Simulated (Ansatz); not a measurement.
## CuBiSeO (P4/nmm): the r2SCAN gap against the wavefunction cutoff

How far can the wavefunction cutoff be lowered for the gap of CuBiSeO (P4/nmm)?

Calculated with Ansatz 0.2.0; DFT, r2SCAN, plane waves, PAW; PAW set soft_1.

## (1) The structure

Symmetry: P4/nmm, No. 129, tetragonal system. The conventional cell has a = 3.922 Å, b = 3.922 Å, c = 8.913 Å, α = 90.00°, β = 90.00°, γ = 90.00°. Nearest to Cu lie 4 Se at 2.50 Å and 4 Cu at 2.77 Å. Nearest to Bi lie 4 O at 2.32 Å and 4 Se at 3.24 Å. Nearest to Se lie 4 Cu at 2.50 Å and 4 Bi at 3.24 Å. Nearest to O lie 4 Bi at 2.32 Å. Farther neighbours and most contacts between anions are not listed.

Coordinates:

```cif
data_structure
_symmetry_space_group_name_H-M 'P4/nmm:1'
_symmetry_Int_Tables_number 129
_cell_length_a 3.9221
_cell_length_b 3.9221
_cell_length_c 8.9133
_cell_angle_alpha 90.000
_cell_angle_beta 90.000
_cell_angle_gamma 90.000
_cell_volume 137.11
loop_
_atom_site_label
_atom_site_type_symbol
_atom_site_symmetry_multiplicity
_atom_site_Wyckoff_symbol
_atom_site_fract_x
_atom_site_fract_y
_atom_site_fract_z
_atom_site_occupancy
Cu1 Cu 2 b 0.00000 0.00000 0.50000 1
Bi1 Bi 2 c 0.00000 0.50000 0.86006 1
Se1 Se 2 c 0.50000 0.00000 0.67313 1
O1 O 2 a 0.50000 0.50000 0.00000 1
```

Geometry: measured lattice cell, ions relaxed with r2SCAN; the structure entry is the Materials Project's. The runs that relaxed it are not among those shown. Spin-orbit coupling is left out unless a step names it.

## (2) Wavefunction cutoff: 220 eV

Contents of input.yaml:

```yaml
crystal:
  lattice:
    - [3.9221, 0.0, 0.0]
    - [0.0, 3.9221, 0.0]
    - [0.0, 0.0, 8.9133]
  atoms:
    - { symbol: Cu, position: [0.0, 0.0, 0.5] }
    - { symbol: Cu, position: [0.5, 0.5, 0.5] }
    - { symbol: Bi, position: [0.0, 0.5, 0.8600640231] }
    - { symbol: Bi, position: [0.5, 0.0, 0.1399359769] }
    - { symbol: Se, position: [0.5, 0.0, 0.6731283809] }
    - { symbol: Se, position: [0.0, 0.5, 0.3268716191] }
    - { symbol: O, position: [0.5, 0.5, 0.0] }
    - { symbol: O, position: [0.0, 0.0, 0.0] }
kpoints:
  mp_grid: { grid: [6, 6, 4] }
  band_path:
    path:
      - [0.0, 0.0, 0.0]
      - [0.0, 0.5, 0.0]
      - [0.5, 0.5, 0.0]
      - [0.0, 0.0, 0.5]
      - [0.0, 0.5, 0.5]
      - [0.5, 0.5, 0.5]
      - [0.1666666667, 0.1666666667, 0.0]
    npoints: 1
hamiltonian:
  xc: r2scan
  pseudopotentials: { kind: paw, azcp: { folder: soft_1 } }
scf:
  occupations: { method: fermi_dirac, width: 0.02 }
  n_extra_bands: 6
  max_iter: 80
output:
  eigenvalues: true
  forces: true
  stress: true
basis:
  ecutwfc: 220.0
```

On the command line:

```
ansatz run input.yaml --threads 3 --pin off --max-ram 92160MiB --backend cuda --events-out ev --progress --plain --runs-dir out --devices 1 --max-vram 13GiB
```

Numbers of over 12 decimals in the logs are rounded to 6 here.

The log of the run:

```text
Warning: basis.ecutwfc = 220 eV is below the records' recommended 500 eV, and the density's cutoff is lower with it unless basis.ecutrho_ratio is high enough to keep the records' density cutoff: compare with a run at a higher cutoff
scf.n_extra_bands = 6 over 56 filled bands (N_el = 112.0): the run solves 62 bands
GPUs: using 1 of 1 available (devices: 1).
Engine: ansatz 0.2.0, x86_64-unknown-linux-gnu
Pseudopotentials: kind: paw
Pseudopotential: Cu, paw, valence charge 19, recommended cutoff 500 eV (meta_gga), soft_1/Cu.paw.azcp
Pseudopotential: Bi, paw, valence charge 15, recommended cutoff 500 eV (meta_gga), soft_1/Bi.paw.azcp
Pseudopotential: Se, paw, valence charge 16, recommended cutoff 500 eV (meta_gga), soft_1/Se.paw.azcp
Pseudopotential: O, paw, valence charge 6, recommended cutoff 500 eV (meta_gga), soft_1/O.paw.azcp
Functional definition: r2SCAN
  parameter k0 = 0.174
  parameter k1 = 0.065
  parameter a1 = 4.9479
  exchange = r2scan_x(k0 = k0, k1 = k1, a1 = a1)
  correlation = r2scan_c
device memory: the entry about to start is reckoned to put 2.2 GiB on a device that reports 60.2 GiB free (of which the cap on the GPU budget leaves the run 13.0 GiB)
GPU FFT provider: cuFFT
GPU libraries: cuBLAS 13.8.2, cuFFT 12.4.0, cuSOLVER 12.3.4
Crystal: 8 atoms, lattice volume = 137.112 Å³
Basis set: ecut = 220 eV, 1033 PW (Γ), exchange–correlation on 80×80×180 points (64 copies of the dense FFT grid, shifted against one another)
Bands: 62, of which v1, the nominal top of the filled ones, is band 56 counted from 1 (55 counted from 0)
Symmetry: 16 space group operations
Space group: P4/nmm (ITA 129), of the structure as read, at distance tolerance 5.2e-5 Å
k-points: 30 of 144
Non-local potential: Cu, projectors of the file, l = 0: 3, l = 1: 2, l = 2: 3, l = 3: 1
Non-local potential: Bi, projectors of the file, l = 0: 2, l = 1: 2, l = 2: 2, l = 3: 1
Non-local potential: Se, projectors of the file, l = 0: 2, l = 1: 2, l = 2: 3, l = 3: 1
Non-local potential: O, projectors of the file, l = 0: 2, l = 1: 2, l = 2: 1
PAW form: soft (Blöchl's): semilocal exchange-correlation on the pseudo side does not see the compensation charge
PAW frozen core: Cu, regenerated for the run's functional (the file was generated under x = pbe(κ = 0.804, μ = 0.219515), c = pbe(β = 0.066725))
PAW frozen core: Bi, regenerated for the run's functional (the file was generated under x = pbe(κ = 0.804, μ = 0.219515), c = pbe(β = 0.066725))
PAW frozen core: Se, regenerated for the run's functional (the file was generated under x = pbe(κ = 0.804, μ = 0.219515), c = pbe(β = 0.066725))
PAW frozen core: O, regenerated for the run's functional (the file was generated under x = pbe(κ = 0.804, μ = 0.219515), c = pbe(β = 0.066725))
PAW one-centre angular grid: Cu, 590 points (default); XC on 160 Gauss nodes
PAW one-centre angular grid: Bi, 590 points (default); XC on 160 Gauss nodes
PAW one-centre angular grid: Se, 590 points (default); XC on 160 Gauss nodes
PAW one-centre angular grid: O, 302 points (default); XC on 160 Gauss nodes
Initial density: superposition of atomic densities (chi_scale 0.1, normalization cell, long waves 63 % of neutral atoms (reshape's long-wave potential 1.63 eV rms, cloud 2.68 Å wide))
Initial wavefunctions: pseudopotential atomic-orbital guess
GPU buffer pool allocated for 18000 grid points (all kernels)
GPU transforms: local potential and band sums: pruned to the plane-wave sphere, on 20×20×45
Functional: x = r2scan, c = r2scan; τ floored in thin density (d = 2e-4 eV/Å³)
SCF iter   1: F=—  HF=-50170.472042 eV  |F-HF|=—  |Δ(HF+E_count)|=         —  Δρ=1.16e-1  dr2=5.72e1  dr2_τ=5.51e-1  ethr=3.10e-3  ⟨swp⟩=5.3  Hψ=6235  notcnv=0
preconditioner: auto → LDOS  [insulator: Δε(μ)=0.187 eV  Ē_g=14.077 eV  σ=0.020 eV  W_gap=0.60  n_scr=38 (ndim 8)  ℏωp=27.6 eV  f_vac=0.014  D(μ)=1.37/eV (n_scr^D=2)  ε∞_Penn≈4.9  β→1.0]
SCF iter   2: F=—  HF=-50163.914979 eV  |F-HF|=—  |Δ(HF+E_count)|=    6.56e0  Δρ=1.00e-1  dr2=1.71e1  dr2_τ=7.62e-1  ethr=3.10e-3  ⟨swp⟩=3.4  Hψ=4054  notcnv=0
SCF iter   3: F=—  HF=-50162.513562 eV  |F-HF|=—  |Δ(HF+E_count)|=    1.40e0  Δρ=5.39e-2  dr2=3.08e0  dr2_τ=1.40e-1  ethr=3.10e-3  ⟨swp⟩=2.0  Hψ=4031  notcnv=0
SCF iter   4: F=—  HF=-50161.844355 eV  |F-HF|=—  |Δ(HF+E_count)|=   6.69e-1  Δρ=1.11e-2  dr2=1.09e-1  dr2_τ=1.66e-2  ethr=2.75e-3  ⟨swp⟩=2.0  Hψ=3230  notcnv=0  defer=30
SCF iter   5: F=—  HF=-50161.842115 eV  |F-HF|=—  |Δ(HF+E_count)|=   2.24e-3  Δρ=2.74e-3  dr2=2.74e-2  dr2_τ=4.59e-4  ethr=9.77e-5  ⟨swp⟩=3.2  Hψ=3298  notcnv=0
SCF iter   6: F=—  HF=-50161.841858 eV  |F-HF|=—  |Δ(HF+E_count)|=   2.57e-4  Δρ=1.66e-3  dr2=5.59e-3  dr2_τ=2.90e-4  ethr=2.45e-5  ⟨swp⟩=3.0  Hψ=3017  notcnv=0
SCF iter   7: F=—  HF=-50161.841266 eV  |F-HF|=—  |Δ(HF+E_count)|=   5.91e-4  Δρ=6.22e-4  dr2=9.71e-4  dr2_τ=2.17e-5  ethr=4.99e-6  ⟨swp⟩=2.0  Hψ=2860  notcnv=0
SCF iter   8: F=—  HF=-50161.840923 eV  |F-HF|=—  |Δ(HF+E_count)|=   3.44e-4  Δρ=1.82e-4  dr2=3.62e-5  dr2_τ=9.98e-7  ethr=8.67e-7  ⟨swp⟩=2.0  Hψ=2222  notcnv=0
SCF iter   9: F=—  HF=-50161.841304 eV  |F-HF|=—  |Δ(HF+E_count)|=   3.82e-4  Δρ=3.29e-5  dr2=1.22e-6  dr2_τ=1.13e-7  ethr=3.24e-8  ⟨swp⟩=2.0  Hψ=2692  notcnv=0
SCF iter  10: F=—  HF=-50161.841305 eV  |F-HF|=—  |Δ(HF+E_count)|=   5.36e-7  Δρ=1.41e-5  dr2=1.57e-7  dr2_τ=5.62e-9  ethr=1.09e-9  ⟨swp⟩=2.0  Hψ=2974  notcnv=0
SCF iter  11: F=-50161.841305 eV  HF=-50161.841305 eV  |F-HF|=2.04e-9  |Δ(HF+E_count)|=   9.64e-8  Δρ=2.89e-6  dr2=8.41e-9  dr2_τ=5.24e-10  ethr=8.93e-11  ⟨swp⟩=5.3  Hψ=6836  notcnv=0
SCF 1 converged in 11 iterations: F = -50161.841305 eV  dr2 = 8.41e-9
[...]
device memory: the entry about to start is reckoned to put 2.0 GiB on a device that reports 60.7 GiB free (of which the cap on the GPU budget leaves the run 13.0 GiB)
NSCF: frozen V_eff on 7 k-points
SCF converged after 11 iterations
Free energy (F): -50161.841305 eV
Harris-Foulkes:  -50161.841305 eV  (|F-HF|=2.04e-9)
Internal energy: -50161.841305 eV  (E = F + TS)
E sigma→0 (E₀):  -50161.841305 eV
Fermi energy:    12.360614 eV
--- Per-component energies (eV) ---
  E_band       = -1807.971463
  E_kinetic    = 1634.310351
  E_local      = -20764.308276  (includes V_loc(G=0)·N_el)
  E_nonlocal   = 2126.708958
  E_hartree    = 9479.489639
  E_xc         = -722.663849
  E_vxc        = -879.089751  (∫ρ·V_xc dr)
  E_paw        = -29770.883629  (= ΣΔE_a)
  E_vpaw       = -2936.890883  (= ΣTr[D̂ρ^β])
  E_aug_tail   = -0.276917  (compensation charges beyond the density's cutoff)
  E_vtau       = 52.586886  (kinetic-family band-sum trace: ∫τ·v_τ [+ j·A + Jᵃ·Aᵃ] dr)
  E_ewald      = -12141.772690
  E_core_change = -2.444892  (= ΣΔE_core)
  E_smearing   = -0.000000  (= −TS)
  E_closure    = -0.000000  (closes the sum)
  Σ components = -50161.841305   (vs F -50161.841305, Δ=0.00e0)
--- Forces (eV/Å), atoms counted from 1 ---
  atom   1  Cu     0.00000000     0.00000000     0.00000000
  atom   2  Cu     0.00000000     0.00000000    -0.00000000
  atom   3  Bi     0.00000000     0.00000000     1.07753990
  atom   4  Bi     0.00000000     0.00000000    -1.07753990
  atom   5  Se     0.00000000     0.00000000     0.27568913
  atom   6  Se     0.00000000     0.00000000    -0.27568913
  atom   7  O     -0.00000000     0.00000000    -0.00000000
  atom   8  O     -0.00000000     0.00000000     0.00000000
  max |Σ_I F_I| component: 8.33e-17 eV/Å
--- Stress (GPa, compression-positive) ---
       -0.978221       0.000000       0.000000
        0.000000      -0.978221       0.000000
        0.000000       0.000000      -1.327539
  P = ⅓ Tr σ = -1.0947 GPa (-10.947 kbar)
--- Band table (eV; the first three rows and the last of 30) ---
  k-point 0: bands = [... 52 lower, 10.5270, 11.2137, 11.5464, 11.5464, 12.7814, 13.5205, 15.8547, 15.8547, ... 2 higher]
  k-point 1: bands = [... 52 lower, 10.5444, 11.2483, 11.7028, 11.7028, 12.7832, 13.1792, 15.4573, 15.4573, ... 2 higher]
  k-point 2: bands = [... 52 lower, 10.5503, 11.3315, 11.8575, 11.8575, 12.7720, 12.8175, 15.1425, 15.1425, ... 2 higher]
  k-point 29: bands = [... 52 lower, 10.0186, 10.0186, 10.7510, 10.7510, 14.2631, 14.2631, 15.2021, 15.2021, ... 2 higher]
```

Elapsed: 8.1 s, on 1 × NVIDIA H100 80GB HBM3 (shared by 6 runs) with 3 threads of AMD EPYC 7R13 (Zen 3), shared host; peak memory 0.96 GiB; 4.8 s of CPU time.

The column dr2 measures how far the density is from self-consistency, as an energy; F and HF (Harris–Foulkes) agree once it is small.

Numbers from this step:

```
pressure             : -1.095 GPa
gap                  : 0.8339 eV
valence top at       : k = (0.167, 0.167, 0.000)
conduction bottom at : Z
least direct gap     : 0.9145 eV
```

The gap is indirect, with the least direct gap 0.08 eV higher.

## (3) Wavefunction cutoff: 350 eV

input.yaml, as its differences from that of step 2:

```diff
@@ -30,3 +30,3 @@
 scf:
-  occupations: { method: fermi_dirac, width: 0.02 }
+  occupations: { method: fixed }
   n_extra_bands: 6
@@ -38,2 +38,2 @@
 basis:
-  ecutwfc: 220.0
+  ecutwfc: 350.0
```

The log of the run:

```text
[...]
GPUs: using 1 of 1 available (devices: 1).
[...]
GPU FFT provider: cuFFT
GPU libraries: cuBLAS 13.8.2, cuFFT 12.4.0, cuSOLVER 12.3.4
Crystal: 8 atoms, lattice volume = 137.112 Å³
Basis set: ecut = 350 eV, 2023 PW (Γ), exchange–correlation on 96×96×240 points (64 copies of the dense FFT grid, shifted against one another)
[...]
k-point 0: bands = [... 52 lower, 11.0581, 11.4346, 11.8460, 11.8460, 12.8190, 13.4663, 15.7491, 15.7491, ... 2 higher]
  k-point 1: bands = [... 52 lower, 11.0581, 11.4119, 12.0022, 12.0022, 12.8571, 13.1431, 15.2922, 15.2922, ... 2 higher]
  k-point 2: bands = [... 52 lower, 11.0581, 11.4349, 12.1616, 12.1616, 12.7952, 12.9153, 14.9710, 14.9710, ... 2 higher]
  k-point 29: bands = [... 52 lower, 10.4809, 10.4809, 11.2187, 11.2187, 14.1898, 14.1898, 15.0574, 15.0574, ... 2 higher]
[key lines of the parts left out:]
SCF converged after 13 iterations
Free energy (F): -50183.053108 eV
Fermi energy:    12.247581 eV
P = ⅓ Tr σ = 0.8597 GPa (8.597 kbar)
```

It took 9.9 s on 1 × NVIDIA H100 80GB HBM3 (shared by 6 runs) with 3 threads; peak memory 1 GiB; 6.5 s of CPU time.

Numbers from this step:

```
pressure             : 0.8597 GPa
gap                  : 0.5477 eV
valence top at       : k = (0.167, 0.167, 0.000)
conduction bottom at : Z
least direct gap     : 0.6336 eV
```

The gap is 0.548 eV, −0.286 eV from the run before at this level.

## (4) Wavefunction cutoff: 500 eV (the default)

input.yaml, the sections that differ from step 3:

```yaml
kpoints:
  mp_grid: { grid: [6, 6, 4] }
  band_path:
    path:
      - [[0.0, 0.0, 0.0], [0.0, 0.5, 0.0], [0.5, 0.5, 0.0], [0.0, 0.0, 0.0], [0.0, 0.0, 0.5], [0.0, 0.5, 0.5], [0.5, 0.5, 0.5], [0.0, 0.0, 0.5]]
      - [[0.0, 0.5, 0.0], [0.0, 0.5, 0.5]]
      - [[0.5, 0.5, 0.0], [0.5, 0.5, 0.5]]
    npoints: 10
scf:
  occupations: { method: fermi_dirac, width: 0.02 }
  n_extra_bands: 6
output:
  eigenvalues: true
  forces: true
  stress: true
  write_density: true
  write_potential: true
  elf: true
  volumetric_format: npy
# crystal, hamiltonian: as in step 3
# basis: removed
```

The log of the run:

```text
[...]
GPUs: using 1 of 1 available (devices: 1).
[...]
GPU FFT provider: cuFFT
GPU libraries: cuBLAS 13.8.2, cuFFT 12.4.0, cuSOLVER 12.3.4
Crystal: 8 atoms, lattice volume = 137.112 Å³
Basis set: ecut = 500 eV, 3465 PW (Γ), exchange–correlation on 120×120×288 points (64 copies of the dense FFT grid, shifted against one another)
[...]
k-point 0: bands = [... 52 lower, 11.0489, 11.4296, 11.8400, 11.8400, 12.8176, 13.4629, 15.7451, 15.7451, ... 2 higher]
  k-point 1: bands = [... 52 lower, 11.0489, 11.4074, 11.9963, 11.9963, 12.8556, 13.1402, 15.2878, 15.2878, ... 2 higher]
  k-point 2: bands = [... 52 lower, 11.0489, 11.4311, 12.1558, 12.1558, 12.7930, 12.9131, 14.9659, 14.9659, ... 2 higher]
  k-point 29: bands = [... 52 lower, 10.4728, 10.4728, 11.2103, 11.2103, 14.1874, 14.1874, 15.0541, 15.0541, ... 2 higher]
[key lines of the parts left out:]
SCF converged after 13 iterations
Free energy (F): -50183.187139 eV
Fermi energy:    12.529160 eV
P = ⅓ Tr σ = 0.7640 GPa (7.640 kbar)
```

The job ended after 11 s (1 × NVIDIA H100 80GB HBM3 (shared by 6 runs) with 3 threads; peak memory 1.3 GiB).

Numbers from this step:

```
pressure             : 0.7640 GPa
gap                  : 0.5509 eV
valence top at       : k = (0.167, 0.167, 0.000)
conduction bottom at : Z
least direct gap     : 0.6372 eV
```

The gap is 0.551 eV, +0.003 eV from the run before at this level.

## (5) Wavefunction cutoff: 750 eV

input.yaml, the sections that differ from step 4:

```yaml
kpoints:
  mp_grid: { grid: [6, 6, 4] }
  band_path:
    path:
      - [0.0, 0.0, 0.0]
      - [0.0, 0.5, 0.0]
      - [0.5, 0.5, 0.0]
      - [0.0, 0.0, 0.5]
      - [0.0, 0.5, 0.5]
      - [0.5, 0.5, 0.5]
      - [0.1666666667, 0.1666666667, 0.0]
    npoints: 1
scf:
  occupations: { method: fixed }
  n_extra_bands: 6
  max_iter: 80
output:
  eigenvalues: true
  forces: true
  stress: true
basis:
  ecutwfc: 750.0
# crystal, hamiltonian: as in step 4
```

The log of the run:

```text
[...]
GPUs: using 1 of 1 available (devices: 1).
[...]
GPU FFT provider: cuFFT
GPU libraries: cuBLAS 13.8.2, cuFFT 12.4.0, cuSOLVER 12.3.4
Crystal: 8 atoms, lattice volume = 137.112 Å³
Basis set: ecut = 750 eV, 6407 PW (Γ), exchange–correlation on 144×144×320 points (64 copies of the dense FFT grid, shifted against one another)
[...]
k-point 0: bands = [... 52 lower, 11.0475, 11.4289, 11.8390, 11.8390, 12.8167, 13.4621, 15.7442, 15.7442, ... 2 higher]
  k-point 1: bands = [... 52 lower, 11.0475, 11.4067, 11.9953, 11.9953, 12.8547, 13.1394, 15.2871, 15.2871, ... 2 higher]
  k-point 2: bands = [... 52 lower, 11.0475, 11.4303, 12.1548, 12.1548, 12.7924, 12.9121, 14.9653, 14.9653, ... 2 higher]
  k-point 29: bands = [... 52 lower, 10.4715, 10.4715, 11.2090, 11.2090, 14.1866, 14.1866, 15.0534, 15.0534, ... 2 higher]
[key lines of the parts left out:]
SCF converged after 12 iterations
Free energy (F): -50183.200096 eV
Fermi energy:    12.241113 eV
P = ⅓ Tr σ = 0.7548 GPa (7.548 kbar)
```

Run time: 15 s. Hardware: 1 × NVIDIA H100 80GB HBM3 (shared by 6 runs) with 3 threads; peak memory 1.3 GiB; 14 s of CPU time.

Numbers from this step:

| Property | Result |
| --- | --- |
| pressure | 0.7548 GPa |
| gap | 0.5512 eV |
| valence top at | k = (0.167, 0.167, 0.000) |
| conduction bottom at | Z |
| least direct gap | 0.6375 eV |

The gap is 0.551 eV, as in the run before at this level.

## (6) The series

Differences are against the last row; a negative gap means that bands overlap, and a run with a band path holds that path's time. Times are wall times on 1 × NVIDIA H100 80GB HBM3 (shared by 6 runs) with 3 threads of AMD EPYC 7R13 (Zen 3), shared host, good to a factor of about two.

| wavefunction cutoff | gap (eV) | direct gap (eV) | gap error (eV) | energy error (meV/atom) | irreducible k | time |
| --- | --- | --- | --- | --- | --- | --- |
| 220 eV | 0.834 | 0.915 | +0.283 | +2669.8 | 30 | 8.1 s |
| 350 eV | 0.548 | 0.634 | −0.004 | +18.4 | 30 | 9.9 s |
| 500 eV | 0.551 | 0.637 | −0.0003 | +1.6 | 30 | 11 s |
| 750 eV | 0.551 | 0.638 | +0.000 | +0.0 | 30 | 15 s |

## (7) Summary of results

```json
{
  "220 eV": "0.834 eV",
  "350 eV": "0.548 eV",
  "500 eV": "0.551 eV",
  "750 eV": "0.551 eV"
}
```

What this shows: The gap holds to 0.02 eV from 350 eV on. At 220 eV the gap is off by +0.283 eV and the energy by +2670 meV/atom. The runs have no spin polarisation. For a closed low-spin shell that is the natural state; where a d or f shell is open it is a constraint, and the gap is then not the crystal's own.

[Paths, hosts, dates, memory and timing lines, banners, echoed tables and standing remarks are left out of the program output.]

[Logs are printed without paths, hosts, clocks, repeated set-up lines and the standing remarks that a program may print on its own settings, such as how far it seeks lower states.]

[Runs of the session that timed out or met a known fault of the program may be left out.]

[Cells called generated may have been cut or substituted from an entry of the Crystallography Open Database or the Materials Project.]

[Hosts, paths, dates, database ids (printed as entryN), source tags and the programs' standing remarks are cut or masked in the printed files.]
